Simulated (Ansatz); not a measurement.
```json
{"subject": "Screened interactions in TaSeS (P3m1)", "lattice_ang": [[-2.4277, 2.4277, 0.0], [2.4277, -0.0, -2.4277], [-3.695, -3.695, -3.695]], "atoms": [["Ta", 0.0, 0.0, 0.0106], ["Se", 0.6667, 0.3333, 0.7439], ["S", 0.3333, 0.6667, 0.2455]], "method": "DFT, LDA, plane waves, PAW (and 1 further level or step)", "program": "Ansatz 0.2.0", "settings_of_one_run": "cutoff 420 eV, 12×12×4 k-mesh, smearing width 0.08 eV, default PAW, coordination {\"Ta\": \"octahedral\"}, magnetic state non-magnetic by constraint, PAW set soft 2", "cost": "2 runs, 2.8 min in all on 4 threads of Arm Neoverse V2, shared host (the runs of this entry)", "notes": "This run has no spin polarisation although its electron count is odd. The cell and positions are those that the Materials Project relaxed with its own functionals (PBE, PBE+U or r2SCAN), kept fixed. Limits: no spin-orbit coupling. The bands cross the Fermi level under this constraint, which need not be the crystal’s state: magnetic order, correlation or a lattice distortion may open a gap. Spin-orbit coupling, which is strong for atoms this heavy, is left out.", "results": {"ta_t2g": "U 1.32 eV, U′ 0.88 eV, J 0.20 eV, bare V 8.6 eV", "method": "constrained RPA on non-magnetic LDA, 6×6×4 mesh, static"}}
```

[Paths, hosts, dates, memory and timing lines, banners, echoed tables and standing remarks are left out of the program output.]

[Logs are printed without paths, hosts, clocks, repeated set-up lines and the standing remarks that a program may print on its own settings, such as how far it seeks lower states.]

[Runs of the session that timed out or met a known fault of the program may be left out.]

[Hosts, paths, dates, database ids (printed as entryN), source tags and the programs' standing remarks are cut or masked in the printed files.]
